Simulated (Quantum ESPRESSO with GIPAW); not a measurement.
# 17O shielding of MgO (Periclase) under strain

The database entry behind the starting cell differs from later determinations by our own check (about 0.1 % long), so it need not match the best structure at ambient conditions.

GIPAW runs (PBEsol, plane-wave PAW from pslibrary 1.0.0 recipes, cutoffs 65 and 390 Ry, one 8×8×8 mesh for all shielding runs; Quantum ESPRESSO with GIPAW, a patched development version; no spin-orbit coupling, no macroscopic shape term) on MgO (Periclase), space group Fm-3m before straining. The cell below is strained equally along all axes, and the atoms keep their fractional coordinates.

```
Mg O
1.0
     0.00000    2.10850    2.10850
     2.10850    0.00000    2.10850
     2.10850    2.10850    0.00000
Mg O
1 1
Cartesian
  0.0000 0.0000 0.0000
  2.1085 2.1085 2.1085
```

The cell is an entry of the Crystallography Open Database; it need not be the form that is stable at ambient conditions.

The bonds are those of O (atom 2; bound to Mg6). One row is withheld.

| strain (%) | mean bond (Å) | σ_iso Mg (ppm) | σ_iso O (ppm) |
| --- | --- | --- | --- |
| -2 | 2.0663 | 519.51 | 184.16 |
| -1.5 | 2.0769 | ? | ? |
| -1 | 2.0874 | 522.73 | 182.13 |
| 0 | 2.1085 | 525.83 | 179.91 |
| +0.5 | 2.1190 | 527.33 | 178.72 |
| +1 | 2.1296 | 528.80 | 177.49 |
| +2 | 2.1507 | 531.68 | 174.88 |

**Task.** Fit σ_iso of O against strain, judge whether a straight line is enough, and predict the withheld row at -1.5 %.

1. With n = 6: Σx = 0.500, Σy = 1077.29, Σx² = 10.2500, Σxy = 66.160.

2. Slope b = (nΣxy − ΣxΣy)/(nΣx² − (Σx)²) = -2.31 ppm per %, intercept a = (Σy − bΣx)/n = 179.74 ppm.

3. Residuals (run less line), in the order of the table: -0.21, +0.08, +0.17, +0.14, +0.06, -0.23 ppm. They bend in one sense; the largest is 2.5 % of the range of σ, so a quadratic term is needed: σ = 179.91 − 2.320 x − 0.097 x², with residuals of 0.01 ppm or less.

4. At -1.5 % (inside the fitted range) the line gives 183.21 ppm and the parabola 183.17 ppm.

5. The run gives:

| strain (%) | mean bond (Å) | σ_iso Mg (ppm) | σ_iso O (ppm) |
| --- | --- | --- | --- |
| -1.5 | 2.0769 | 521.14 | 183.17 |

Prediction less run: the line misses by +0.04 ppm, the parabola hits it to the digits shown. By the parabola, a strain of +1 % changes σ of O by -2.42 ppm and one of −1 % by +2.22 ppm; the mean slope is -2.31 ppm per %, or 1.1 ppm for 0.01 Å of mean bond length. The shift moves the opposite way, scaled by the slope of a reference line. Over the table σ of Mg goes from 519.51 to 531.68 ppm. Zero strain is the database's lattice, not this functional's rest cell, and neither cutoff nor mesh was tested for the slopes. The omitted shape term, common to all sites, changes with strain too. This build of gipaw.x prints that it is not audited and that its numbers are no references by themselves. pw.x warned of eigenvalues not converged in some cycles of these runs, which then met the threshold.

[Banner, clock, file and message-heading lines were taken out of the pw.x and gipaw.x logs.]

[Logs are printed without paths, hosts, clocks, repeated set-up lines and the standing remarks that a program may print on its own settings, such as how far it seeks lower states.]

[Hosts, paths, dates, database ids (printed as entryN), source tags and the programs' standing remarks are cut or masked in the printed files.]
